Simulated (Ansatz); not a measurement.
# NaCl (Halite): the G0W0 gap against the k mesh

Wanted: mesh convergence of the gap correction in NaCl (Halite).

Method: G0W0 on PBE, plane waves, PAW; PAW set soft_1, in Ansatz 0.2.0.

## (1) The structure

The structure is cubic, space group Fm-3m (No. 225). Conventional cell: a = 5.640 Å, b = 5.640 Å, c = 5.640 Å, α = 90.00°, β = 90.00°, γ = 90.00°. Na has 6 Cl at 2.82 Å nearest. Cl has 6 Na at 2.82 Å nearest. Farther neighbours and most contacts between anions are not listed.

The cell and positions come from the Crystallography Open Database and are kept as given unless a step says otherwise.

## (2) The 4×4×4 mesh

G0W0 replaces the xc potential by the self-energy, built once from these orbitals. Only a window of levels is corrected, while the sums run over the empty bands that the input names. This step takes PAW set soft_1 files.

Input file input.yaml:

```yaml
crystal:
  lattice:
    - [0.0, 2.82005, 2.82005]
    - [2.82005, 0.0, 2.82005]
    - [2.82005, 2.82005, 0.0]
  atoms:
    - { symbol: Na, position: [0.0, 0.0, 0.0] }
    - { symbol: Cl, position: [0.5, 0.5, 0.5] }
kpoints:
  mp_grid: { grid: [4, 4, 4] }
hamiltonian:
  xc: pbe
  pseudopotentials: { kind: paw, azcp: { folder: soft_1 } }
scf:
  occupations: { method: fixed }
gw:
  n_empty_bands: 101
  ecut_chi: 100
  qp_bands: [v2, c2]
  qp_kpoints: band_edges
  screening: { model: contour_deformation }
```

Started as:

```
$ ansatz run input.yaml --threads 2 --pin off --max-ram 73728MiB --backend cuda --events-out ev --progress --plain --runs-dir out --devices 1 --max-vram 13GiB
```

Numbers of over 12 decimals in the logs are rounded to 6 here.

Log:

```text
GPUs: using 1 of 1 available (devices: 1).
Engine: ansatz 0.2.0, x86_64-unknown-linux-gnu
Pseudopotentials: kind: paw
Pseudopotential: Na, paw, valence charge 9, recommended cutoff 420 eV (normal), soft_1/Na.paw.azcp
Pseudopotential: Cl, paw, valence charge 7, recommended cutoff 420 eV (normal), soft_1/Cl.paw.azcp
Functional definition: PBE
  parameter kappa = 0.804
  parameter beta = 0.066725
  exchange = pbe_x(kappa = kappa, mu = beta*pi^2/3)
  correlation = pbe_c(beta = beta)
device memory: the entry about to start is reckoned to put 0.6 GiB on a device that reports 62.2 GiB free (of which the cap on the GPU budget leaves the run 13.0 GiB)
GPU FFT provider: cuFFT
GPU libraries: cuBLAS 13.8.2, cuFFT 12.4.0, cuSOLVER 12.3.4
Crystal: 2 atoms, lattice volume = 44.854 Å³
Basis set: ecut = 420 eV, 893 PW (Γ)
Bands: 12, of which v1, the nominal top of the filled ones, is band 8 counted from 1 (7 counted from 0)
Symmetry: 48 space group operations
Space group: Fm-3m (ITA 225), of the structure as read, at distance tolerance 3.6e-5 Å
k-points: 8 of 64
Non-local potential: Na, projectors of the file, l = 0: 3, l = 1: 2, l = 2: 1
Non-local potential: Cl, projectors of the file, l = 0: 2, l = 1: 2, l = 2: 1
PAW form: soft (Blöchl's): semilocal exchange-correlation on the pseudo side does not see the compensation charge
PAW one-centre angular grid: Na, 110 points (default); XC on 64 Gauss nodes
PAW one-centre angular grid: Cl, 110 points (default); XC on 64 Gauss nodes
Initial density: superposition of atomic densities (chi_scale 0.1, normalization cell, long waves kept (reshape's long-wave potential 0.00 eV rms))
Initial wavefunctions: pseudopotential atomic-orbital guess
GPU buffer pool allocated for 19683 grid points (all kernels)
GPU transforms: local potential and band sums: pruned to the plane-wave sphere, on 25×27×27
Functional: x = pbe(κ = 0.804, μ = 0.219515), c = pbe(β = 0.066725)
SCF iter   1: F=—  HF=-2570.515626 eV  |F-HF|=—  |Δ(HF+E_count)|=         —  Δρ=7.36e-2  dr2=1.93e0  ethr=3.10e-3  ⟨swp⟩=4.8  Hψ=562  notcnv=0  defer=11
preconditioner: auto → none  [insulator: Δε(μ)=3.965 eV  Ē_g=12.723 eV  n_scr=14 (ndim 8)  ℏωp=15.7 eV  f_vac=0.000  ε∞_Penn≈2.5]
SCF iter   2: F=—  HF=-2569.575198 eV  |F-HF|=—  |Δ(HF+E_count)|=   9.40e-1  Δρ=1.47e-2  dr2=1.14e-1  ethr=3.10e-3  ⟨swp⟩=3.0  Hψ=281  notcnv=0  defer=10
SCF iter   3: F=—  HF=-2569.550256 eV  |F-HF|=—  |Δ(HF+E_count)|=   2.49e-2  Δρ=5.40e-3  dr2=1.20e-2  ethr=7.12e-4  ⟨swp⟩=3.0  Hψ=173  notcnv=0  defer=13
SCF iter   4: F=—  HF=-2569.551099 eV  |F-HF|=—  |Δ(HF+E_count)|=   8.43e-4  Δρ=1.26e-3  dr2=1.07e-3  ethr=7.53e-5  ⟨swp⟩=2.8  Hψ=189  notcnv=0  defer=14
SCF iter   5: F=—  HF=-2569.551338 eV  |F-HF|=—  |Δ(HF+E_count)|=   2.39e-4  Δρ=2.22e-4  dr2=1.70e-5  ethr=6.71e-6  ⟨swp⟩=2.0  Hψ=147  notcnv=0  defer=13
SCF iter   6: F=—  HF=-2569.551370 eV  |F-HF|=—  |Δ(HF+E_count)|=   3.13e-5  Δρ=3.28e-5  dr2=3.16e-7  ethr=1.06e-7  ⟨swp⟩=2.0  Hψ=179  notcnv=0  defer=13
SCF iter   7: F=-2569.551369 eV  HF=-2569.551369 eV  |F-HF|=2.71e-9  |Δ(HF+E_count)|=   1.49e-7  Δρ=2.81e-6  dr2=1.51e-9  ethr=6.25e-10  ⟨swp⟩=6.4  Hψ=500  notcnv=0
SCF 1 converged in 7 iterations: F = -2569.551369 eV  dr2 = 1.51e-9
[...]
device memory: the entry about to start is reckoned to put 0.8 GiB on a device that reports 62.1 GiB free (of which the cap on the GPU budget leaves the run 13.0 GiB)
NSCF: frozen V_eff on 8 k-points
[...]
device memory: the entry about to start is reckoned to put 1.2 GiB on a device that reports 62.4 GiB free (of which the cap on the GPU budget leaves the run 13.0 GiB)
NSCF: frozen V_eff on 8 k-points
G₀W₀ screening: q 1/8
[... further progress lines ...]
device memory: the entry about to start is reckoned to put 0.3 GiB on a device that reports 55.5 GiB free (of which the cap on the GPU budget leaves the run 13.0 GiB)
NSCF: frozen V_eff on 1 k-points
SCF converged after 7 iterations
Free energy (F): -2569.551369 eV
Harris-Foulkes:  -2569.551369 eV  (|F-HF|=2.71e-9)
Internal energy: -2569.551369 eV  (E = F + TS)
E sigma→0 (E₀):  -2569.551369 eV
Fermi energy:    1.047697 eV
--- Per-component energies (eV) ---
  E_band       = -235.600409
  E_kinetic    = 267.224613
  E_local      = -1678.860986  (includes V_loc(G=0)·N_el)
  E_nonlocal   = 309.501615
  E_hartree    = 566.750490
  E_xc         = -145.563597
  E_vxc        = -165.457454  (∫ρ·V_xc dr)
  E_paw        = -952.466554  (= ΣΔE_a)
  E_vpaw       = -101.509911  (= ΣTr[D̂ρ^β])
  E_aug_tail   = 0.000100  (compensation charges beyond the density's cutoff)
  E_ewald      = -936.137051
  E_smearing   = -0.000000  (= −TS)
  E_closure    = 0.000000  (closes the sum)
  Σ components = -2569.551369   (vs F -2569.551369, Δ=0.00e0)
--- Band table (eV; the first three rows and the last of 8) ---
  k-point 0: bands = [... 4 lower, -11.6087, 1.0477, 1.0477, 1.0477, 6.1545, 12.0798, 12.0798, 12.0798]
  k-point 1: bands = [... 4 lower, -11.4466, -0.0469, 0.9123, 0.9123, 7.6237, 11.0210, 12.3513, 12.3513]
  k-point 2: bands = [... 4 lower, -11.2749, -0.8735, 0.7849, 0.7849, 8.3044, 11.6745, 11.9324, 11.9324]
  k-point 7: bands = [... 4 lower, -11.2103, -0.1373, -0.1373, 0.2964, 9.8437, 10.7179, 10.7179, 12.3572]
--- G₀W₀: contour deformation, 6 samples at zero and on the imaginary axis and 2 off it, 64 q-points, 101 empty bands' worth ---
  eigenvalues of the whole cell's RPA ε∞ on this k-mesh (on a slab, of 1 + 4πα/V) = 2.3647, 2.3647, 2.3647; static W/v taken at q = 0 is 0.422886
  bands read: the sum over 109 bands ends inside a degenerate multiplet in 2 slots, whose members it reads at an even weight; the widest, k=0: bands 109 to 111 (counted from 1) at 1/3 each
  gw.qp_kpoints: band_edges: 7 of 8 stored k-points solved, in 1 pass; an edge of the gap read off the rows below is read off those points alone
    valence top: of the k-points left out ik 7 came nearest to being solved in a further pass, in band 8 (counted from 1, as in the quasiparticle table): it holds the edge there only if its correction is more favourable than any solved in that band by at least 0.751 eV; those differ by 0.116 eV
    conduction bottom: of the k-points left out ik 7 came nearest to being solved in a further pass, in band 9 (counted from 1, as in the quasiparticle table): it holds the edge there only if its correction is more favourable than any solved in that band by at least 3.689 eV; those differ by 0.320 eV
    ik  band        ε_KS         Σx   Σc(E_QP)       V_xc       Z   E_QP_lin       E_QP  E_QP is
     0     7      1.0477   -21.1550     2.5666   -16.7840  0.7999    -0.7947    -0.7567  root
     0     8      1.0477   -21.1550     2.5666   -16.7840  0.7999    -0.7947    -0.7567  root
     0     9      6.1545    -5.2173    -3.1479    -9.2282  0.8582     7.0230     7.0175  root
     0    10     12.0798    -3.6687    -3.5392    -8.4538  0.8445    13.3420    13.3256  root
     1     7      0.9123   -20.9646     2.5916   -16.5413  0.7992    -0.9594    -0.9194  root
     1     8      0.9123   -20.9646     2.5916   -16.5413  0.7992    -0.9594    -0.9194  root
     1     9      7.6237    -5.7450    -3.2248    -9.9289  0.8510     8.5904     8.5828  root
     1    10     11.0210    -4.3410    -3.4875    -8.9292  0.8414    12.1346    12.1217  root
     2     7      0.7849   -20.8046     2.6196   -16.3273  0.7985    -1.1148    -1.0727  root
     2     8      0.7849   -20.8046     2.6196   -16.3273  0.7985    -1.1148    -1.0727  root
     2     9      8.3044    -4.2703    -3.1728    -8.3323  0.8558     9.2002     9.1936  root
     2    10     11.6745    -6.8736    -3.9093   -12.0860  0.8179    13.0019    12.9776  root
     3     7      0.7313   -20.7858     2.6244   -16.2953  0.7987    -1.1775    -1.1348  root
     3     8      0.7313   -20.7858     2.6244   -16.2953  0.7987    -1.1775    -1.1348  root
[...]
5    10     10.7062    -4.5290    -3.4229    -9.0130  0.8416    11.7789    11.7673  root
     6     7      0.4521   -20.5409     2.6886   -15.9322  0.7973    -1.5153    -1.4680  root
     6     8      0.4521   -20.5409     2.6886   -15.9322  0.7973    -1.5153    -1.4680  root
     6     9      8.5608    -4.6611    -3.2842    -9.1283  0.8577     9.7554     9.7439  root
     6    10      9.0948    -3.1008    -3.1428    -7.1326  0.8574     9.9902     9.9837  root
```

Elapsed: 5.5 s, on 1 × NVIDIA H100 80GB HBM3 (shared by 6 runs) with 2 threads of AMD EPYC 7R13 (Zen 3), shared host; peak memory 1 GiB; 4.4 s of CPU time.

Numbers from this step:

- bands summed: 109
- RPA ε∞ on this mesh (eigenvalues): 2.365, 2.365, 2.365
- plane waves in the screening matrix: 113
- q-points in the mesh: 64
- G0W0 gap on the mesh: 7.774 eV
- k of the valence top: 0, 0, 0
- k of the conduction bottom: 0, 0, 0
- starting gap on the mesh: 5.107 eV
- Z at the valence top: 0.7999
- Z at the conduction bottom: 0.8582
- least direct G0W0 gap on the computed points: 7.774 eV

The gap on the mesh goes from 5.11 eV to 7.77 eV, a correction of +2.67 eV. Between the two edge states, bare exchange in place of the xc potential would open the gap by 8.38 eV, and correlation takes back 5.71 eV.

## (3) The 6×6×6 mesh

Only the mesh changes. It samples the long-range screening, which converges on its own terms.

Changes to input.yaml since step 2:

```diff
@@ -9,3 +9,3 @@
 kpoints:
-  mp_grid: { grid: [4, 4, 4] }
+  mp_grid: { grid: [6, 6, 6] }
 hamiltonian:
```

Log:

```text
GPUs: using 1 of 1 available (devices: 1).
[...]
GPU FFT provider: cuFFT
GPU libraries: cuBLAS 13.8.2, cuFFT 12.4.0, cuSOLVER 12.3.4
Crystal: 2 atoms, lattice volume = 44.854 Å³
Basis set: ecut = 420 eV, 893 PW (Γ)
Bands: 12, of which v1, the nominal top of the filled ones, is band 8 counted from 1 (7 counted from 0)
[... 1 set-up line as in the run before ...]
[...]
k-points: 16 of 216
[...]
GPU buffer pool allocated for 19683 grid points (all kernels)
[...]
SCF iter   1: F=—  HF=-2570.519448 eV  |F-HF|=—  |Δ(HF+E_count)|=         —  Δρ=7.36e-2  dr2=1.94e0  ethr=3.10e-3  ⟨swp⟩=4.6  Hψ=1123  notcnv=0  defer=28
[...]
SCF iter   7: F=-2569.553062 eV  HF=-2569.553062 eV  |F-HF|=3.03e-9  |Δ(HF+E_count)|=   1.38e-7  Δρ=2.85e-6  dr2=1.48e-9  ethr=6.25e-10  ⟨swp⟩=6.7  Hψ=991  notcnv=0
SCF 1 converged in 7 iterations: F = -2569.553062 eV  dr2 = 1.48e-9
[...]
0     7      1.0454   -21.1175     2.5314   -16.7843  0.8006    -0.7936    -0.7565  root
     0     8      1.0454   -21.1175     2.5314   -16.7843  0.8006    -0.7936    -0.7565  root
     0     9      6.1533    -5.2715    -3.1018    -9.2288  0.8602     7.0140     7.0088  root
     0    10     12.0787    -3.6819    -3.5194    -8.4549  0.8455    13.3485    13.3322  root
     1     7      0.9766   -21.0224     2.5466   -16.6590  0.8002    -0.8784    -0.8402  root
     1     8      0.9766   -21.0224     2.5466   -16.6590  0.8002    -0.8784    -0.8402  root
     1     9      6.9654    -5.8813    -3.1417    -9.9473  0.8546     7.8962     7.8898  root
     1    10     11.3201    -3.7296    -3.4507    -8.2871  0.8456    12.4394    12.4269  root
[...]
13     7      0.3035   -20.2016     2.6730   -15.5864  0.7976    -1.6878    -1.6387  root
    13     8      0.6234   -20.5772     2.6149   -16.0774  0.7986    -1.3053    -1.2615  root
    13     9      9.4006    -5.8862    -3.4216   -10.4726  0.8445    10.5782    10.5654  root
    13    10     10.2021    -4.0071    -3.3019    -8.3234  0.8487    11.2260    11.2165  root
[key lines of the parts left out:]
SCF converged after 7 iterations
Free energy (F): -2569.553062 eV
Fermi energy:    1.045392 eV
```

Wall time 12 s (1 × NVIDIA H100 80GB HBM3 (shared by 6 runs) with 2 threads); peak memory 1.1 GiB; 15 s of CPU time.

This step gave:

```
bands summed                                 : 109
RPA ε∞ on this mesh (eigenvalues)            : 2.337, 2.337, 2.337
plane waves in the screening matrix          : 113
q-points in the mesh                         : 216
G0W0 gap on the mesh                         : 7.765 eV
k of the valence top                         : 0, 0, 0
k of the conduction bottom                   : 0, 0, 0
starting gap on the mesh                     : 5.108 eV
Z at the valence top                         : 0.8006
Z at the conduction bottom                   : 0.8602
least direct G0W0 gap on the computed points : 7.765 eV
```

Against the run with 4×4×4 mesh, 101 empty bands, screening to 100 eV, PAW set soft_1 files, the gap moves by −0.009 eV.

## (4) The 8×8×8 mesh

Changes to input.yaml since step 3:

```diff
@@ -9,3 +9,3 @@
 kpoints:
-  mp_grid: { grid: [6, 6, 6] }
+  mp_grid: { grid: [8, 8, 8] }
 hamiltonian:
```

Log:

```text
GPUs: using 1 of 1 available (devices: 1).
[...]
GPU FFT provider: cuFFT
GPU libraries: cuBLAS 13.8.2, cuFFT 12.4.0, cuSOLVER 12.3.4
Crystal: 2 atoms, lattice volume = 44.854 Å³
Basis set: ecut = 420 eV, 893 PW (Γ)
Bands: 12, of which v1, the nominal top of the filled ones, is band 8 counted from 1 (7 counted from 0)
[... 1 set-up line as in the run before ...]
[...]
k-points: 29 of 512
[...]
1    10     11.5600    -3.6207    -3.4643    -8.2224  0.8460    12.7107    12.6973  root
[...]
26     7     -0.0294   -19.8156     2.7360   -15.0828  0.7961    -2.0806    -2.0261  root
    26     8      0.5513   -20.4836     2.6249   -15.9629  0.7984    -1.3894    -1.3446  root
    26     9     10.0700    -4.6702    -3.3639    -9.0858  0.8466    11.1323    11.1217  root
    26    10     10.2042    -5.7431    -3.4940   -10.5973  0.8453    11.5824    11.5645  root
[key lines of the parts left out:]
SCF converged after 7 iterations
Free energy (F): -2569.553086 eV
Fermi energy:    1.045345 eV
```

The job ended after 50 s (1 × NVIDIA H100 80GB HBM3 (shared by 6 runs) with 2 threads; peak memory 1.2 GiB; 71 s of CPU time).

Numbers from this step:

```yaml
bands_summed: 109
rpa_eps_infinity_on_this_mesh_eigenvalues: 2.336, 2.336, 2.336
plane_waves_in_the_screening_matrix: 113
g0w0_gap_on_the_mesh: 7.759 eV
k_of_the_valence_top: 0, 0, 0
k_of_the_conduction_bottom: 0, 0, 0
starting_gap_on_the_mesh: 5.108 eV
least_direct_g0w0_gap_on_the_computed_points: 7.759 eV
```

Against the run with 6×6×6 mesh, 101 empty bands, screening to 100 eV, PAW set soft_1 files, the gap moves by −0.006 eV.

## (5) The 10×10×10 mesh

Changes to input.yaml since step 4:

```diff
@@ -9,3 +9,3 @@
 kpoints:
-  mp_grid: { grid: [8, 8, 8] }
+  mp_grid: { grid: [10, 10, 10] }
 hamiltonian:
```

Log:

```text
GPUs: using 1 of 1 available (devices: 1).
[...]
GPU FFT provider: cuFFT
GPU libraries: cuBLAS 13.8.2, cuFFT 12.4.0, cuSOLVER 12.3.4
Crystal: 2 atoms, lattice volume = 44.854 Å³
Basis set: ecut = 420 eV, 893 PW (Γ)
Bands: 12, of which v1, the nominal top of the filled ones, is band 8 counted from 1 (7 counted from 0)
[... 1 set-up line as in the run before ...]
[...]
k-points: 47 of 1000
[...]
1    10     11.7106    -3.6044    -3.4768    -8.2451  0.8460    12.8885    12.8745  root
[...]
39     7      0.2748   -20.1399     2.6720   -15.5228  0.7977    -1.7198    -1.6704  root
    39     8      0.7149   -20.6799     2.5953   -16.2175  0.7991    -1.1945    -1.1522  root
    39     9      9.3540    -5.8667    -3.4000   -10.3619  0.8435    10.4605    10.4491  root
    39    10     10.4988    -4.3033    -3.3596    -8.7102  0.8453    11.5567    11.5460  root
[key lines of the parts left out:]
SCF converged after 7 iterations
Free energy (F): -2569.553084 eV
Fermi energy:    1.045344 eV
```

It took 2.8 min on 1 × NVIDIA H100 80GB HBM3 (shared by 6 runs) with 2 threads; peak memory 1.3 GiB; 4.6 min of CPU time.

Numbers from this step:

```
bands summed                                 : 109
RPA ε∞ on this mesh (eigenvalues)            : 2.336, 2.336, 2.336
plane waves in the screening matrix          : 113
G0W0 gap on the mesh                         : 7.757 eV
k of the valence top                         : 0, 0, 0
k of the conduction bottom                   : 0, 0, 0
starting gap on the mesh                     : 5.108 eV
least direct G0W0 gap on the computed points : 7.757 eV
```

Against the run with 8×8×8 mesh, 101 empty bands, screening to 100 eV, PAW set soft_1 files, the gap moves by −0.002 eV.

## (6) The meshes together

Times are wall times on 1 × NVIDIA H100 80GB HBM3 (shared by 6 runs) with 2 threads of AMD EPYC 7R13 (Zen 3), shared host, good to a factor of about two.

```csv
mesh,points,irreducible,start (eV),G0W0 (eV),shift (eV),RPA ε∞ (mean),time
4×4×4,64,8,5.107,7.774,+2.667,2.36,5.5 s
6×6×6,216,16,5.108,7.765,+2.657,2.34,12 s
8×8×8,512,29,5.108,7.759,+2.651,2.34,50 s
10×10×10,1000,47,5.108,7.757,+2.650,2.34,2.8 min
```

## (7) Summary of results

```json
{"4×4×4": "7.774 eV (shift +2.667)", "6×6×6": "7.765 eV (shift +2.657)", "8×8×8": "7.759 eV (shift +2.651)", "10×10×10": "7.757 eV (shift +2.650)", "settings": "PBE start, 101 empty bands, 100 eV"}
```

The shift is +2.67 eV on 4×4×4 and +2.65 eV on 10×10×10; the last step moves it by −0.002 eV. The RPA ε∞ (mean) ranges from 2.34 to 2.36 and ends at 2.34. From 64 to 1000 points the time grows 31-fold. Bands and cutoff are modest here, so the values stand off the basis limit.

[Paths, hosts, dates, memory and timing lines, banners, echoed tables and standing remarks are left out of the program output.]

[Logs are printed without paths, hosts, clocks, repeated set-up lines and the standing remarks that a program may print on its own settings, such as how far it seeks lower states.]

[Runs of the session that timed out or met a known fault of the program may be left out.]

[Cells called generated may have been cut or substituted from an entry of the Crystallography Open Database or the Materials Project.]

[Hosts, paths, dates, database ids (printed as entryN), source tags and the programs' standing remarks are cut or masked in the printed files.]
